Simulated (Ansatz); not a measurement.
# Lattice dynamics of HfO2 monolayer (1T), part 2 of 2

Aim: the vibrations of HfO2 monolayer (1T), their spectra, and whether the structure is stable.

Ansatz 0.2.0; DFT LDA, scalar-relativistic, plane waves, PAW.

So far. Step 4 (Tight relaxation): The largest force component left is 0.54 meV/Å, within the tolerances set. Step 5 (Linear response at the zone centre): Before it was imposed, the acoustic sum rule was missed by 1.5e-4 eV/Å² and the charge sum rule by 5.5e-5 e. Small misses are needed for a sound result but don't prove that mesh and cutoff are converged. The lowest optical mode is real, 292 cm⁻¹.

### 6. Phonons on a q mesh

Stability and thermal properties need the whole zone. Linear response on a 6×6×1 q mesh gives force constants as far as a supercell of that size would, and the tensors from the zone-centre run are typed in so that the long-range dipole term is interpolated apart.

The input, input.yaml:

```yaml
crystal:
  lattice:
    - [3.195681106, 0.0, 0.0]
    - [-1.597840553, 2.7675410202, 0.0]
    - [0.0, 0.0, 28.308]
  atoms:
    - { symbol: Hf, position: [0.0, 0.0, 0.3532570298] }
    - { symbol: O, position: [0.3333333333, 0.6666666667, 0.386969607] }
    - { symbol: O, position: [0.6666666667, 0.3333333333, 0.3195444526] }
  periodic: [true, true, false]
kpoints:
  mp_grid: { grid: [12, 12, 1] }
hamiltonian:
  xc: lda
scf:
  occupations: { method: fixed }
output:
  eigenvalues: true
phonons:
  method: dfpt
  qmesh: [6, 6, 1]
  temperatures: { t_max: 1000, t_step: 50 }
  qpath:
    path:
      - [0.0, 0.0, 0.0]
      - [0.5, 0.0, 0.0]
      - [0.33333333, 0.33333333, 0.0]
      - [0.0, 0.0, 0.0]
    npoints: 10
  isolated: true
  non_analytic_term:
    high_frequency_dielectric_tensor: [[1.6279, 0.0, 0.0], [0.0, 1.6279, 0.0], [0.0, 0.0, 1.1037]]
    born_effective_charges:
      - { species: Hf, tensor: [[6.1535, 0.0, 0.0], [0.0, 6.1535, 0.0], [0.0, 0.0, 0.9026]] }
      - { species: O, tensor: [[-3.0767, 0.0, 0.0], [0.0, -3.0767, 0.0], [0.0, 0.0, -0.4513]] }
      - { species: O, tensor: [[-3.0767, 0.0, 0.0], [0.0, -3.0767, 0.0], [0.0, 0.0, -0.4513]] }
    source: "zone-centre run at this cell"
```

Run with:

```sh
$ ansatz run input.yaml --threads 4 --pin off --max-ram 14336MiB --backend cpu --events-out ev --progress --plain --runs-dir out
```

Numbers of over 12 decimals in the logs are rounded to 6 here.

The log of the run:

```text
Warning: phonons: the dynamical matrix that this run interpolates holds no multipole term above the dipole-dipole one, and a site of this crystal is no centre of inversion, so its interpolated transverse optical and acoustic branches and sound speeds can stay off near Gamma, and the density of states and the thermodynamics with them. What a run solves at a wave vector of phonons.qpoints, Gamma apart, where the deck admits one, is free of this, and under fd what a larger phonons.supercell samples
[...]
Crystal: 3 atoms, lattice volume = 250.361 Å³
Basis set: ecut = 420 eV, 4931 PW (Γ), exchange–correlation on 48×48×384 points (8 copies of the dense FFT grid, shifted against one another)
Bands: 23, of which v1, the nominal top of the filled ones, is band 19 counted from 1 (18 counted from 0)
Symmetry: 12 space group operations
k-points: 19 of 144 (irreducible under 6 space group operations, time reversal used)
[...]
SCF iter   1: F=—  HF=-16592.174070 eV  |F-HF|=—  |Δ(HF+E_count)|=         —  Δρ=8.08e-3  dr2=1.68e-1  ethr=1.77e-3  ⟨swp⟩=6.7  Hψ=2440  notcnv=0  defer=37
[...]
SCF iter  10: F=-16592.135020 eV  HF=-16592.135020 eV  |F-HF|=1.38e-10  |Δ(HF+E_count)|=  3.64e-11  Δρ=2.44e-8  dr2=1.28e-12  ethr=1.00e-12  ⟨swp⟩=23.2  Hψ=4466  notcnv=0
SCF 1 converged in 10 iterations: F = -16592.135020 eV  dr2 = 1.28e-12
[...]
NSCF: frozen V_eff on 19 k-points
[...]
DFPT response loops at q = (0, 0, 0) (fractional): preconditioner auto → none (the input reference at scf.mixing.eps_inf says where Resta's filter doesn't serve); β = 0.50; Broyden in place of MSR1
[...]
SCF converged after 10 iterations
Free energy (F): -16592.135020 eV
[...]
Internal energy: -16592.135020 eV  (E = F + TS)
E sigma→0 (E₀):  -16592.135020 eV
Fermi energy:    -8.195794 eV
[...]
--- Band table (eV; the first three rows and the last of 19) ---
  k-point 0: bands = [... 15 lower, -11.6142, -8.8860, -8.3785, -8.3785, -3.0155, -3.0155, -2.5386, -0.5969]
  k-point 1: bands = [... 15 lower, -11.5236, -8.8229, -8.6509, -8.4906, -3.0205, -2.8352, -2.3256, -0.5396]
  k-point 2: bands = [... 15 lower, -11.2880, -9.4336, -8.7533, -8.4900, -3.0756, -2.3791, -1.8966, -0.4137]
  k-point 18: bands = [... 15 lower, -11.1982, -9.3616, -9.3616, -8.8302, -3.1328, -1.6525, -1.6525, 2.3334]
--- Phonons (Γ-DFPT): 6 representative perturbations + reference (Σ response iterations 24) ---
  ASR residual: 3.896e-5 → 0.000e0 eV/Å²; symmetrization residual: 4.302e-6 eV/Å²
[...]
ASR residual per site (eV/Å²): 3.90e-5 1.36e-5 3.32e-5
  Γ frequencies (cm⁻¹): 0.00 0.00 0.00 292.17 292.17 538.07 538.07 541.08 561.46
--- Phonons (arbitrary-q DFPT): 7 irreducible q on the 6×6×1 mesh ---
  q = [0.0000, 0.0000, 0.0000] (star 1, of the zone-centre solve; hermiticity 2.95e-7, symmetrization 2.47e-13, taken by the last average 5.25e-7): -0.00 0.00 0.00 292.17 292.17 538.07 538.07 541.08 561.46
  q = [0.0000, 0.1667, 0.0000] (star 6, 9 solved perturbations on 78 of 144 k-point pairs; hermiticity 1.98e-7, symmetrization 1.72e-11, taken by the last average 3.23e-7): 17.60 73.39 127.62 323.94 459.08 525.06 528.09 546.36 629.20
[...]
q = [0.1667, 0.1667, 0.0000] (star 6, 6 solved perturbations in 666 linear systems a pass and spin channel, the states on 144 of 144 k-point pairs; hermiticity 1.84e-7, symmetrization 1.51e-11, taken by the last average 3.50e-7): 42.62 114.97 195.19 369.19 395.70 492.80 519.97 532.79 645.18
[...]
sum rule: each row above includes the acoustic sum rule's correction from the zone centre's row sums; it moved no ω² by more than (0.75 cm⁻¹)²
  mesh force constants: q→R imaginary residual 1.23e-16; ASR residual 3.896e-5 → 0.000e0 eV/Å²; symmetrization residual 1.421e-14 eV/Å²
  interpolated dispersion: 31 rows × 9 modes
  density of states and harmonic sums: on the 24×24×1 q-mesh, interpolated from the force constants of a 6×6×1 supercell (with the dipole–dipole term of supplied tensors)
  largest difference from the sums on the solved wave vectors: F 2.51e-2 eV, S 3.19e-5 and C_V 6.67e-6 eV/K
  zero-point energy: 0.204748 eV/cell   skipped modes (ω ≤ 0): 3   left out of the sums: 5.79e-4 of the cell's modes: C_V's classical limit lies that fraction below 3 k_B per atom; for a crystal, a wire or a layer, F and S can be off by more, and a phonons.interpolated_qmesh denser along its periods is the remedy for the sampling
```

Run time: 8 min. Hardware: 4 threads of AMD EPYC 7R13 (Zen 3), shared host; peak memory 2 GiB; 31 min of CPU time.

This step gave:

- sum-rule residual before enforcement: 3.90e-5 eV/Å²
- lowest frequency on the path: 0 cm⁻¹
- highest frequency on the path or at a solved wavevector: 655.6 cm⁻¹
- mean frequency: 366.5 cm⁻¹
- lowest mode on the q mesh (acoustic modes at Γ apart): 17.6 cm⁻¹
- zero-point energy per atom: 68.25 meV
- heat capacity at 300 K: 18.70 J/(mol atoms K)
- vibrational entropy at 300 K: 21.05 J/(mol atoms K)
- edges of the widest gap between branches, on path and mesh: 231.2, 292.2 cm⁻¹

Frequencies (cm⁻¹) solved at each irreducible wavevector; negative means imaginary. Frequencies by wavevector, by row:

```tsv
q in reciprocal lattice units	star	mode 1	mode 2	mode 3	mode 4	mode 5	mode 6	mode 7	mode 8	mode 9
0 0 0	1	0	0	0	292.2	292.2	538.1	538.1	541.1	561.5
0 0.1667 0	6	17.6	73.4	127.6	323.9	459.1	525.1	528.1	546.4	629.2
0 0.3333 0	6	50.3	110.7	210.9	388.4	388.6	487.8	493.4	527.6	651.5
0 -0.5 0	3	57	121	224.8	398.5	435.8	452	460.3	514.6	655.6
0.1667 0.1667 0	6	42.6	115	195.2	369.2	395.7	492.8	520	532.8	645.2
0.1667 0.3333 0	12	55.7	151.1	229.2	372.5	409.9	453.3	500.9	520.1	649.7
0.3333 0.3333 0	2	52.4	212.4	212.4	362.6	419.7	419.7	518.7	518.7	645.4
```

Interpolated from a 6×6×1 q mesh, with the LO-TO term (at Γ the limit along the path; where Γ stands inside the path, tables give the limit on arrival). Phonon branches along the path, in cm⁻¹:

```tsv
point	branch 1	branch 2	branch 3	branch 4	branch 5	branch 6	branch 7	branch 8	branch 9
Γ	0	0	0	292	292	538	538	541	562
halfway	33	97	178	353	414	509	512	536	649
M	57	121	225	398	436	452	460	515	656
halfway	55	158	230	376	414	447	494	519	650
K	52	212	212	363	420	420	519	519	645
halfway	43	115	195	369	396	493	520	533	645
Γ	0	0	0	292	292	538	538	541	562
```

The phonon branches as a text plot (rows in cm⁻¹):

```
    642 |       *******************************************
    615 |     **                                           **
    587 |   **
    560 |*******                                           ******
    533 |*****************         ******      ******************
    505 | ****    ****    *******************************    ***
    478 |     **      ******   ****               **       **
    451 |       **        ***********        *****       **
    423 |         **    *********************         ***
    396 |           ***************          *********
    369 |           **             *******************
    341 |       ****                                  *****
    314 |   ****                                           **
    287 |***                                                 ****
    260 |
    232 |               *****************  *******
    205 |           ****              *******     ****
    178 |         **                **       **       ***
    150 |       **                **           ***
    123 |     **      ************                ****   **
     96 |       ******                                ***  **
     68 |   ****        ***********          *****       ****
     41 | ****    ******           **********     *******    ***
     14 |*********                                       ********
         Γ                   M           K                      Γ
```

Tetrahedra on a 24×24×1 mesh, mean over bins of 10 cm-1. Interpolated from a 6×6×1 q mesh. The phonon density of states by wavenumber; read off at these points:

```tsv
wavenumber (cm⁻¹)	phonon density of states (1/cm⁻¹/cell)
5	0.00448
25	0.00878
45	0.014
55	0.0627
75	0.00438
95	0.00743
115	0.0150
125	0.0183
145	0.00984
165	0.00782
185	0.0071
195	0.0071
215	0.0116
225	0.0425
235	0.00661
255	0
265	0
285	0
305	0.00295
325	0.00362
335	0.00401
355	0.00487
375	0.0263
395	0.0268
405	0.0201
415	0.0277
425	0.0127
445	0.0113
465	0.0197
475	0.0178
495	0.0207
515	0.0695
535	0.0324
545	0.0119
565	0.00103
585	0.00103
605	0.0016
615	0.00203
635	0.00512
645	0.0513
655	0.0327
```

The partial phonon density of states has structure finer than the step of the table below, so its rows give means over 25 cm⁻¹, whole bins alone (the curve runs from -10 to 701 cm⁻¹). Peaks (cm⁻¹: height): Hf 52.6: 0.0443, 124.2: 0.0166, 227.1: 0.0273; O 410.5: 0.0250, 517.8: 0.0704, 652.0: 0.0397.

Phonopy on the run's constants, 21x21x1 mesh, Gaussian sigma 5.1 cm-1. Interpolated from a 6×6×1 q mesh. Partial phonon density of states against wavenumber; means over each step; values in 1/cm⁻¹/cell:

```tsv
wavenumber (cm⁻¹)	Hf	O
25	0.00721	0.00117
50	0.0278	0.00201
75	0.00627	5.3e-4
100	0.00865	5.2e-4
125	0.0144	5.3e-4
150	0.00923	4.8e-4
175	0.00679	5.4e-4
200	0.00714	8.7e-4
225	0.0184	0.00325
250	9.4e-4	1.5e-4
275	1.0e-5	5.8e-5
300	2.3e-4	0.00154
325	3.6e-4	0.00370
350	4.9e-4	0.00772
375	0.00227	0.0210
400	0.00193	0.0218
425	6.5e-4	0.0152
450	8.7e-4	0.0164
475	7.3e-4	0.0175
500	6.8e-4	0.0258
525	9.6e-4	0.0496
550	2.3e-4	0.0112
575	4.3e-5	0.00168
600	4.3e-5	5.6e-4
625	1.7e-4	0.00369
650	6.6e-4	0.0285
675	1.9e-4	0.00336
```

Harmonic thermodynamic functions per atom, from the density of states. Interpolated from a 6×6×1 q mesh. Thermodynamic functions, by row:

```tsv
T (K)	F_vib (meV/atom)	S (J/mol-atom/K)	C_V (J/mol-atom/K)
0	68.25	0	0
100	64.83	7.047	7.28
200	53.75	14.32	14.31
300	35.34	21.05	18.7
400	10.47	26.78	21
500	-19.86	31.62	22.27
600	-54.83	35.75	23.02
700	-93.78	39.34	23.5
800	-136.2	42.5	23.82
900	-181.8	45.32	24.05
1000	-230.1	47.86	24.21
```

Symmetry leaves 7 wavevectors to solve. The lowest mode among them, the acoustic zeros apart, lies at q = (0, 0.167, 0) and is real, 17.6 cm⁻¹.

### 7. Another isotope, element Hf, natural mass 178.486 amu

An isotope changes the mass and not the force constants, so no new electronic calculation is needed; the shifts show which modes move this element.

The same force constants with the mass of Hf changed from 178.486 to 173.940 u (phonopy, no LO-TO term). Both lists are sorted by frequency; levels can cross, so a row need not hold one and the same mode. Modes under 3 cm⁻¹ are left out. Isotope shifts, by row:

```tsv
q	rank	natural mass (cm⁻¹)	changed mass (cm⁻¹)
0 0 0	4	292.2	292.8
0 0 0	5	292.2	292.8
0 0 0	6	538.1	538.1
0 0 0	7	538.1	538.1
0 0 0	8	541.1	542.1
0 0 0	9	561.5	561.5
0 0.1667 0	1	17.6	17.79
0 0.1667 0	2	73.4	74.27
0 0.1667 0	3	127.6	129.1
0 0.1667 0	4	323.9	324.3
0 0.1667 0	5	459.1	459.8
0 0.1667 0	6	525.1	525.1
0 0.1667 0	7	528.1	528.4
0 0.1667 0	8	546.4	546.5
0 0.1667 0	9	629.2	629.9
0 0.3333 0	1	50.26	50.85
0 0.3333 0	2	110.7	112.1
0 0.3333 0	3	210.9	213.3
0 0.3333 0	4	388.4	388.5
0 0.3333 0	5	388.6	389.3
0 0.3333 0	6	487.8	488.1
0 0.3333 0	7	493.4	493.4
0 0.3333 0	8	527.6	527.7
0 0.3333 0	9	651.5	651.8
0 -0.5 0	1	56.95	57.66
0 -0.5 0	2	121	122.5
0 -0.5 0	3	224.8	227
0 -0.5 0	4	398.5	399.9
0 -0.5 0	5	435.8	435.8
0 -0.5 0	6	452	452
0 -0.5 0	7	460.3	460.3
0 -0.5 0	8	514.6	514.7
0 -0.5 0	9	655.6	655.6
```

A mode of this element alone would shift by +1.30 %. The highest zone-centre frequency without the field goes from 561.5 to 561.5 cm⁻¹ (+0.0 %). The product of the frequency ratios over all optical modes at Γ is 1.006; the product rule, (m/m′)^(3k/2) (M′/M)^(3/2) with k = 1 such atoms and M the mass of the cell, gives 1.006.

### 8. Isotope substitution, element O, natural mass 15.999 amu

The same for O, from 16.00 to 18.00 u.

A mode of this element alone would shift by -5.72 %. The highest zone-centre frequency without the field goes from 561.5 to 529.3 cm⁻¹ (-5.7 %). The product of the frequency ratios over all optical modes at Γ is 0.722; the product rule, (m/m′)^(3k/2) (M′/M)^(3/2) with k = 2 such atoms and M the mass of the cell, gives 0.722.

### 9. What came out

```yaml
space_group_after_relaxation_within_0p01_a: P-3m1
area_per_atom: 2.95 Å²
gap_on_the_k_mesh: 4.88 eV
highest_optical_mode_at_the_zone_centre_no_lo_to_term: 561 cm⁻¹
lowest_optical_zone_centre_mode: 292 cm⁻¹
largest_born_charge_third_of_the_trace: 4.40 e
lowest_mode_on_the_q_mesh_acoustic_modes_at_gamma_apart: 17.6 cm⁻¹
highest_frequency_on_the_path_or_at_a_solved_wavevector: 656 cm⁻¹
zero_point_energy_per_atom: 68.2 meV
heat_capacity_at_300_k: 18.7 J/(mol atoms K)
vibrational_entropy_at_300_k: 21.1 J/(mol atoms K)
imaginary_modes_on_the_6x6x1_q_mesh: none
```

**Reading.** The structure is a minimum as far as tested: no mode is imaginary at the 7 irreducible wavevectors of the 6×6×1 mesh, and the softest away from the acoustic zeros lies at 18 cm⁻¹. Without the field, the optical modes at Γ span 292 to 561 cm⁻¹. The highest mode in this list at Γ, 561.5 cm⁻¹, is mostly motion of O (100 % of the kinetic energy). The strongest infrared line is at 292 cm⁻¹. Averaged over orientations, the strongest Raman line at 532 nm and 300 K is at 538 cm⁻¹. On the path and the mesh, the widest gap between branches runs from 231 to 292 cm⁻¹. In a sheet or slab the interpolated bending branch near Γ is rough, since the rotational sum rule isn't imposed. Dielectric tensors refer to the cell with its vacuum. Spin-orbit coupling is left out, which can matter for the heavy elements here. The starting cell was built on a prototype and not taken from a measurement. These are harmonic frequencies at zero temperature: anharmonic shifts, linewidths and thermal expansion are left out.

[Logs are printed without paths, hosts, clocks, repeated set-up lines and the standing remarks that a program may print on its own settings, such as how far it seeks lower states.]

[Hosts, paths, dates, database ids (printed as entryN), source tags and the programs' standing remarks are cut or masked in the printed files.]
